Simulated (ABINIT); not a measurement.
## Beyond one shot: RbBH4 (F-43m)

Aim: iterate the self-energy on RbBH4 (F-43m) and follow the gap from cycle to cycle.

Method: PBEsol and many-body steps on it, plane waves, in ABINIT 10.8.3.

### 1. Set-up

The structure is cubic, space group F-43m (No. 216). The conventional cell has a = 6.906 Å, b = 6.906 Å, c = 6.906 Å, α = 90.00°, β = 90.00°, γ = 90.00°. Nearest to Rb lie 12 H at 2.92 Å and 6 B at 3.45 Å. Nearest to B lie 4 H at 1.23 Å and 6 Rb at 3.45 Å. Nearest to H lie 1 B at 1.23 Å and 6 H at 2.00 to 2.88 Å and 3 Rb at 2.92 Å. Farther neighbours are not listed.

The cell and positions are those that the Materials Project relaxed with its own functionals (PBE, PBE+U or r2SCAN), kept fixed.

### 2. Empty states on the mesh, 2×2×2 mesh, 45 bands

This step: ABINIT 10.8.3; DFT, PBEsol, plane waves, norm-conserving pseudopotentials.

The sums over transitions need many empty states on a uniform mesh; this step solves for them.

run.abi reads:

```
acell 3*1.0 Angstrom
rprim 
  -0.000000000000 3.453240220000 3.453240220000
  3.453240220000 -0.000000000000 3.453240220000
  3.453240220000 3.453240220000 -0.000000000000
ntypat 3
znucl 37 5 1
natom 6
typat 1 2 3 3 3 3
xred 
  0.000000000000 0.000000000000 0.000000000000
  0.500000000000 0.500000000000 0.500000000000
  0.602415200000 0.602415200000 0.602415200000
  0.192754400000 0.602415200000 0.602415200000
  0.602415200000 0.602415200000 0.192754400000
  0.602415200000 0.192754400000 0.602415200000
pp_dirpath "pseudos"
pseudos "Rb.upf, B.upf, H.upf"
ecut 34
ngkpt 2 2 2
nshiftk 1
shiftk 0 0 0
kptopt 1
chksymbreak 0
iscf -2
irdden 1
istwfk *1
nband 45
nbdbuf 4
tolwfr 1e-09
nstep 60
prtvol 0
indata_prefix "in"
outdata_prefix "out"
tmpdata_prefix "tmp"
```

Launch:

```console
$ OMP_NUM_THREADS=1 mpirun -n 4 abinit run.abi > log
```

Numbers of over 12 decimals in the logs are rounded to 6 here.

The log of the run:

```text
.Version 10.8.3 of ABINIT. v10.8.2 released Aug 2026.

 Symmetries : space group F-4 3 m (#216); Bravais cF (face-center cubic)
[... echo of the input left out ...]
== DATASET  1 ==================================================================
-   mpi_nproc: 4, omp_nthreads: 1 (-1 if OMP is not activated)
-    --> not optimal distribution: autoparal keyword recommended in input file <--

--- !DatasetInfo
iteration_state: {dtset: 1, }
dimensions: {natom: 6, nkpt: 3, mband: 45, nsppol: 1, nspinor: 1, nspden: 1, mpw: 5290, }
cutoff_energies: {ecut:  34.0, pawecutdg:  -1.0, }
[...]
0.62797    0.62797    0.64762    0.74345    0.74345    0.74345    0.78139    0.78733
   0.78733    0.78733    0.81882    0.81882    1.01300    1.03116    1.03116    1.03116
   1.05357    1.05357    1.05357    1.09885    1.12782
 prteigrs : prtvol=0 or 1, do not print more k-points.

== END DATASET(S) ==============================================================
================================================================================

 -outvars: echo values of variables after computation  --------
            nband          45
             nkpt           3
          spgroup         216
 [... the other variables as echoed above ...]

 Calculation completed.
```

It took 14 s on 4 MPI ranks of Arm Neoverse N1, shared host; peak memory 0.29 GiB; 54 s of CPU time.

Numbers from this step:

- gap: 5.909 eV
- k of the valence top: 0, 0, 0
- k of the conduction bottom: 0.5, 0.5, 0
- least direct gap: 6.018 eV
- k points computed: 3
- lowest point of the top converged band, above the valence top: 30.17 eV

On this mesh the gap is 5.909 eV.

The density comes from a self-consistent run that is not shown.

### 3. Screening, 2×2×2 mesh, 41 bands, screening to 87.1 eV

The RPA dielectric matrix is built and inverted for each q.

This step: RPA screening on PBEsol, plane waves, norm-conserving pseudopotentials.

run.abi: that of step 2 with these lines changed.

```diff
@@ -24,10 +24,11 @@
 chksymbreak 0
-iscf -2
-irdden 1
 istwfk *1
-nband 45
-nbdbuf 4
-tolwfr 1e-09
-nstep 60
-prtvol 0
+occopt 1
+irdwfk 1
+optdriver 3
+nband 41
+ecuteps 3.2
+inclvkb 2
+awtr 1
+symchi 1
 indata_prefix "in"
```

The log of the run:

```text
.Version 10.8.3 of ABINIT. v10.8.2 released Aug 2026.

 Symmetries : space group F-4 3 m (#216); Bravais cF (face-center cubic)
[... echo of the input left out ...]
== DATASET  1 ==================================================================
-   mpi_nproc: 4, omp_nthreads: 1 (-1 if OMP is not activated)

--- !DatasetInfo
iteration_state: {dtset: 1, }
dimensions: {natom: 6, nkpt: 3, mband: 41, nsppol: 1, nspinor: 1, nspden: 1, mpw: 5290, }
cutoff_energies: {ecut:  34.0, pawecutdg:  -1.0, }
electrons: {nelect:   1.60000000E+01, charge:   0.00000000E+00, occopt:   1.00000000E+00, tsmear:   1.00000000E-02, }

 SCREENING: Calculation of the susceptibility and dielectric matrices

 Based on a program developped by R.W. Godby, V. Olevano, G. Onida, and L. Reining.
 Incorporated in ABINIT by V. Olevano, G.-M. Rignanese, and M. Torrent.
.Using double precision arithmetic ; gwpc =  8

[... cell and pseudopotentials left out ...]
--------------------------------------------------------------------------------

 ==== K-mesh for the wavefunctions ====
 Number of points in the irreducible wedge :     3
[... list of points left out ...]
 Together with 24 symmetry operations and time-reversal symmetry
 yields     8 points in the full Brillouin Zone.

 ==== Q-mesh for the screening function ====
 Number of points in the irreducible wedge :     3
[... list of points left out ...]
 Together with 24 symmetry operations and time-reversal symmetry
 yields     8 points in the full Brillouin Zone.

 setmesh: FFT mesh size selected  =    32x   32x   32
          total number of points  =        32768

 vcoul_init : cutoff-mode = AUXILIARY_FUNCTION
 q-points for optical limit:   1
     1)      0.000010    0.000020    0.000030

- screening: taking advantage of time-reversal symmetry
- Maximum band index for partially occupied states nbvw = 8
- Remaining bands to be divided among processors   nbcw = 33
- Number of bands treated by each node ~8

 Number of electrons calculated from density =   16.0000; Expected =   16.0000
 average of density, n =  0.028788
 r_s =    2.0241
 omega_plasma =   16.3667 [eV]

 calculating chi0 at frequencies [eV] :
  1    0.000000E+00    0.000000E+00
  2    0.000000E+00    1.636674E+01

--------------------------------------------------------------------------------
  q-point number  1        q = ( 0.000000, 0.000000, 0.000000) [r.l.u.]
--------------------------------------------------------------------------------
[... chi0 elements left out ...]
 For q-point:  0.000010 0.000020 0.000030
  dielectric constant =   2.3266
  dielectric constant without local fields =   2.6745

  Average fulfillment of the sum rule on Im[epsilon] for q-point    1 :     54.85  [%]
[... wings left out ...]
  q-point number  2        q = ( 0.500000, 0.000000, 0.000000) [r.l.u.]
--------------------------------------------------------------------------------
[... chi0 elements left out ...]
  Average fulfillment of the sum rule on Im[epsilon] for q-point    2 :     68.13  [%]

 [... 1 further q-points ...]
```

It took 5.5 s on 4 MPI ranks; peak memory 0.19 GiB.

Numbers from this step:

* ε∞ with local fields, on this mesh, along the program's q direction: 2.327
* the same without local fields: 2.675
* plasma frequency: 16.37 eV
* plane waves in the screening matrix: 169

Local fields lower ε∞ by 13 %. On a Γ-centred mesh this coarse the value itself is usually too large, while a short band sum pulls it down.

### 4. G0W0

The self-energy is evaluated for the states that the input lists, and the levels follow from it, in one-shot runs by the linearised quasiparticle equation.

This step: G0W0 on PBEsol, plane waves, norm-conserving pseudopotentials.

run.abi: that of step 3 with these lines changed.

```diff
@@ -27,8 +27,17 @@
 irdwfk 1
-optdriver 3
+optdriver 4
 nband 41
+gwcalctyp 0
+ecutsigx 34
+symsigma 1
+nkptgw 2
+kptgw 
+  0.0000000000 0.0000000000 0.0000000000
+  0.5000000000 0.5000000000 0.0000000000
+bdgw 
+  6 12
+  7 10
 ecuteps 3.2
-inclvkb 2
-awtr 1
-symchi 1
+irdscr 1
+ppmodel 1
 indata_prefix "in"
```

The log of the run:

```text
.Version 10.8.3 of ABINIT. v10.8.2 released Aug 2026.

 Symmetries : space group F-4 3 m (#216); Bravais cF (face-center cubic)
[... echo of the input left out ...]
== DATASET  1 ==================================================================
-   mpi_nproc: 4, omp_nthreads: 1 (-1 if OMP is not activated)

--- !DatasetInfo
iteration_state: {dtset: 1, }
dimensions: {natom: 6, nkpt: 3, mband: 41, nsppol: 1, nspinor: 1, nspden: 1, mpw: 5290, }
cutoff_energies: {ecut:  34.0, pawecutdg:  -1.0, }
electrons: {nelect:   1.60000000E+01, charge:   0.00000000E+00, occopt:   1.00000000E+00, tsmear:   1.00000000E-02, }

 SIGMA: Calculation of the GW corrections

 Based on a program developped by R.W. Godby, V. Olevano, G. Onida, and L. Reining.
 Incorporated in ABINIT by V. Olevano, G.-M. Rignanese, and M. Torrent.
.Using double precision arithmetic ; gwpc =  8

[... cell and pseudopotentials left out ...]
--------------------------------------------------------------------------------

 ==== K-mesh for the wavefunctions ====
 Number of points in the irreducible wedge :     3
[... list of points left out ...]
 Together with 24 symmetry operations and time-reversal symmetry
 yields     8 points in the full Brillouin Zone.

 ==== Q-mesh for screening function ====
 Number of points in the irreducible wedge :     3
[... list of points left out ...]
 Together with 24 symmetry operations and time-reversal symmetry
 yields     8 points in the full Brillouin Zone.

 vcoul_init : cutoff-mode = AUXILIARY_FUNCTION
 q-points for optical limit:   1
     1)      0.000010    0.000020    0.000030
 setmesh: FFT mesh size selected  =    50x   50x   50
          total number of points  =       125000

 Number of electrons calculated from density =   16.0000; Expected =   16.0000
 average of density, n =  0.028788
 r_s =    2.0241
 omega_plasma =   16.3667 [eV]

 === KS Band Gaps ===
  >>>> For spin  1
   Minimum direct gap =   6.0181 [eV], located at k-point      :   0.5000  0.5000  0.0000
   Fundamental gap    =   5.9086 [eV], Top of valence bands at :   0.0000  0.0000  0.0000
                                       Bottom of conduction at :   0.5000  0.5000  0.0000
 SIGMA fundamental parameters:
 PLASMON POLE MODEL  1
 number of plane-waves for SigmaX                 5209
 number of plane-waves for SigmaC and W            169
 number of plane-waves for wavefunctions          5209
 number of bands                                    41
 number of independent spin polarizations            1
 number of spinorial components                      1
 number of k-points in IBZ                           3
 number of q-points in IBZ                           3
 number of symmetry operations                      24
 number of k-points in BZ                            8
 number of q-points in BZ                            8
 number of frequencies for dSigma/dE                 9
 frequency step for dSigma/dE [eV]                0.25
 number of omega for Sigma on real axis              0
 max omega for Sigma on real axis  [eV]           0.00
 zcut for avoiding poles [eV]                     0.10

 EPSILON^-1 parameters (SCR file):
 dimension of the eps^-1 matrix on file            169
 dimension of the eps^-1 matrix used               169
 number of plane-waves for wavefunctions          5209
 number of bands                                    41
 number of q-points in IBZ                           3
 number of frequencies                               2
 number of real frequencies                          1
 number of imag frequencies                          1

 matrix elements of self-energy operator (all in [eV])

 Perturbative Calculation

--- !SelfEnergy_ee
iteration_state: {dtset: 1, }
kpoint     : [   0.000,    0.000,    0.000, ]
spin       : 1
KS_gap     :    6.167
QP_gap     :    8.901
Delta_QP_KS:    2.734
data: !SigmaeeData |
     Band     E0 <VxcDFT>   SigX SigC(E0)      Z dSigC/dE  Sig(E)    E-E0       E
        6  -2.776 -12.269 -16.117   2.363   0.825  -0.212 -13.494  -1.225  -4.001
        7  -2.776 -12.269 -16.117   2.363   0.825  -0.212 -13.494  -1.225  -4.001
        8  -2.776 -12.269 -16.117   2.363   0.825  -0.212 -13.494  -1.225  -4.001
        9   3.392  -7.687  -3.475  -2.470   0.866  -0.155  -6.178   1.509   4.901
       10   4.738  -7.771  -3.324  -2.338   0.874  -0.144  -5.926   1.845   6.583
       11   4.738  -7.771  -3.324  -2.338   0.874  -0.144  -5.926   1.845   6.583
       12   4.738  -7.771  -3.324  -2.338   0.874  -0.144  -5.926   1.845   6.583

--- !SelfEnergy_ee
iteration_state: {dtset: 1, }
kpoint     : [   0.500,    0.500,    0.000, ]
spin       : 1
KS_gap     :    6.018
QP_gap     :    8.690
Delta_QP_KS:    2.672
data: !SigmaeeData |
     Band     E0 <VxcDFT>   SigX SigC(E0)      Z dSigC/dE  Sig(E)    E-E0       E
        7  -2.885 -12.215 -16.036   2.333   0.826  -0.211 -13.444  -1.230  -4.115
        8  -2.885 -12.215 -16.036   2.333   0.826  -0.211 -13.444  -1.230  -4.115
        9   3.133  -6.780  -2.852  -2.285   0.878  -0.139  -5.337   1.443   4.576
       10   5.481  -7.575  -3.010  -2.604   0.871  -0.149  -5.868   1.707   7.188

== END DATASET(S) ==============================================================
================================================================================

 -outvars: echo values of variables after computation  --------
           etotal      0.0000000000E+00
            nband          41
             nkpt           3
          spgroup         216
 [... the other variables as echoed above ...]

 Calculation completed.
```

Wall time 5.9 s (4 MPI ranks); peak memory 0.19 GiB.

This step gave:

```
G0W0 gap on the points computed              : 8.577 eV
starting gap on the mesh                     : 5.909 eV
k of the valence top                         : 0, 0, 0
k of the conduction bottom                   : 0.5, 0.5, 0
Z at the valence top                         : 0.825
Z at the conduction bottom                   : 0.878
least direct G0W0 gap on the computed points : 8.691 eV
```

The gap on the mesh goes from 5.91 eV to 8.58 eV, a correction of +2.67 eV.

### 5. Self-consistent COHSEX, cycle 1

This step: self-consistent COHSEX on PBEsol, plane waves, norm-conserving pseudopotentials.

run.abi: that of step 4 with these lines changed.

```diff
@@ -29,15 +29,16 @@
 nband 41
-gwcalctyp 0
+gwcalctyp 27
 ecutsigx 34
-symsigma 1
-nkptgw 2
+symsigma 0
+nkptgw 3
 kptgw 
   0.0000000000 0.0000000000 0.0000000000
+  0.5000000000 0.0000000000 0.0000000000
   0.5000000000 0.5000000000 0.0000000000
 bdgw 
-  6 12
-  7 10
+  1 15
+  1 15
+  1 15
 ecuteps 3.2
 irdscr 1
-ppmodel 1
 indata_prefix "in"
```

The log of the run:

```text
.Version 10.8.3 of ABINIT. v10.8.2 released Aug 2026.

 Symmetries : space group F-4 3 m (#216); Bravais cF (face-center cubic)
[... echo of the input left out ...]
== DATASET  1 ==================================================================
-   mpi_nproc: 4, omp_nthreads: 1 (-1 if OMP is not activated)

--- !DatasetInfo
iteration_state: {dtset: 1, }
dimensions: {natom: 6, nkpt: 3, mband: 41, nsppol: 1, nspinor: 1, nspden: 1, mpw: 5290, }
cutoff_energies: {ecut:  34.0, pawecutdg:  -1.0, }
electrons: {nelect:   1.60000000E+01, charge:   0.00000000E+00, occopt:   1.00000000E+00, tsmear:   1.00000000E-02, }

 SIGMA: Calculation of the GW corrections

 Based on a program developped by R.W. Godby, V. Olevano, G. Onida, and L. Reining.
 Incorporated in ABINIT by V. Olevano, G.-M. Rignanese, and M. Torrent.
.Using double precision arithmetic ; gwpc =  8

[... cell and pseudopotentials left out ...]
--------------------------------------------------------------------------------

 ==== K-mesh for the wavefunctions ====
 Number of points in the irreducible wedge :     3
[... list of points left out ...]
 Together with 24 symmetry operations and time-reversal symmetry
 yields     8 points in the full Brillouin Zone.

 ==== Q-mesh for screening function ====
 Number of points in the irreducible wedge :     3
[... list of points left out ...]
 Together with 24 symmetry operations and time-reversal symmetry
 yields     8 points in the full Brillouin Zone.

 vcoul_init : cutoff-mode = AUXILIARY_FUNCTION
 q-points for optical limit:   1
     1)      0.000010    0.000020    0.000030
 setmesh: FFT mesh size selected  =    50x   50x   50
          total number of points  =       125000

 Number of electrons calculated from density =   16.0000; Expected =   16.0000
[...]
--- !SelfEnergy_ee
iteration_state: {dtset: 1, }
kpoint     : [   0.500,    0.000,    0.000, ]
spin       : 1
KS_gap     :    7.451
QP_gap     :   11.371
Delta_QP_KS:    3.920
data: !SigmaeeData |
     Band     E_DFT   <VxcDFT>   E(N-1)  <Hhartree>   SigX  SigC[E(N-1)]    Z     dSigC/dE  Sig[E(N)]  DeltaE  E(N)_pert E(N)_diago
[...]
--- !SelfEnergy_ee
iteration_state: {dtset: 1, }
kpoint     : [   0.500,    0.500,    0.000, ]
spin       : 1
KS_gap     :    6.018
QP_gap     :   10.005
Delta_QP_KS:    3.987
data: !SigmaeeData |
     Band     E_DFT   <VxcDFT>   E(N-1)  <Hhartree>   SigX  SigC[E(N-1)]    Z     dSigC/dE  Sig[E(N)]  DeltaE  E(N)_pert E(N)_diago
[...]
14     8.496    -9.493     8.496    17.989    -4.109    -3.741     1.000     0.000    -7.850     1.643    10.139    10.139
       15     8.496    -9.493     8.496    17.989    -4.109    -3.737     1.000     0.000    -7.846     1.647    10.143    10.144

 New Fermi energy :       -4.247704E-02 Ha ,   -1.155859E+00 eV
 New Exchange energy :    -5.610018E+00 Ha ,   -1.526564E+02 eV

 === QP Band Gaps ===
  >>>> For spin  1
   Minimum direct gap =   9.9856 [eV], located at k-point      :   0.5000  0.5000  0.0000
   Fundamental gap    =   9.8938 [eV], Top of valence bands at :   0.0000  0.0000  0.0000
                                       Bottom of conduction at :   0.5000  0.5000  0.0000

 writing QP data on file : out_QPS

 Convergence of QP corrections
 >>>>> For spin  1 <<<<<
.  kptgw no:  1; Maximum DeltaE = (  -5.198   0.000) for band index:  1
.  kptgw no:  2; Maximum DeltaE = (  -5.195   0.000) for band index:  1
.  kptgw no:  3; Maximum DeltaE = (  -5.194   0.000) for band index:  1

== END DATASET(S) ==============================================================
================================================================================

 -outvars: echo values of variables after computation  --------
           etotal      0.0000000000E+00
            nband          41
             nkpt           3
          spgroup         216
 [... the other variables as echoed above ...]

 Calculation completed.
```

Wall time 9.7 s (4 MPI ranks); peak memory 0.87 GiB; 38 s of CPU time.

Numbers from this step:

| Item | Value |
| --- | --- |
| quasiparticle gap on the points computed | 9.894 eV |
| gap of the density functional on the mesh | 5.909 eV |
| k of the valence top | 0, 0, 0 |
| k of the conduction bottom | 0.5, 0.5, 0 |
| Z at the valence top | 1 |
| Z at the conduction bottom | 1 |
| least direct quasiparticle gap on the computed points | 9.986 eV |

Against G0W0 in ABINIT (2×2×2 mesh, 41 bands, screening to 87.1 eV, Godby-Needs plasmon pole), the gap moves by +1.317 eV.

[end of part 1 of 3]

[Paths, hosts, dates, memory and timing lines, banners, echoed tables and standing remarks are left out of the program output.]

[Logs are printed without paths, hosts, clocks, repeated set-up lines and the standing remarks that a program may print on its own settings, such as how far it seeks lower states.]

[Runs of the session that timed out or met a known fault of the program may be left out.]

[Hosts, paths, dates, database ids (printed as entryN), source tags and the programs' standing remarks are cut or masked in the printed files.]

[G0W0 gaps are taken among the corrected bands and points alone; a level outside them can change the order at an edge.]

[Where Ansatz stands beside ABINIT at settings called matched, ABINIT's density can come from a denser mesh and the files from another edition; pairs whose starting gaps differed by over 0.03 eV were left out, so agreement reads better than it is.]
